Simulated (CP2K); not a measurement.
Two runs for the N K edge of ammonium dihydrate. Run A: CP2K XAS_TDP, all-electron GAPW, PBEh(45%), aug-cc-pVDZ, TDA, no relativity. Run B differs in one setting.

First lines with a strength over 0.0015. A:

```tsv
atom	energy (eV)	states	strength, one atom
N1 (bonded to 4 H, gives 2 H bonds)	399.98	1	0.0091
	400.89	1	0.0411
	401.86	1	0.0194
	402.21	1	0.0148
	404.26	1	0.0120
```

B:

```tsv
atom	energy (eV)	states	strength, one atom
N1 (bonded to 4 H, gives 2 H bonds)	406.46	1	0.0090
	407.37	1	0.0405
	408.35	1	0.0191
	408.69	1	0.0146
	410.75	1	0.0119
```

Q: Which was it: scalar relativity switched on, the basis, the functional, GW2X switched on?

GW2X switched on. GW2X shifts an atom's lines together and keeps their spacings. Against PBEh(45%) in aug-cc-pVDZ, the leading line moves by +6.48 eV, to 407.37 eV.

[Banner, clock and machine lines of the logs are left out without a mark of their own.]

[Logs are printed without paths, hosts, clocks, repeated set-up lines and the standing remarks that a program may print on its own settings, such as how far it seeks lower states.]

[Hosts, paths, dates, database ids (printed as entryN), source tags and the programs' standing remarks are cut or masked in the printed files.]
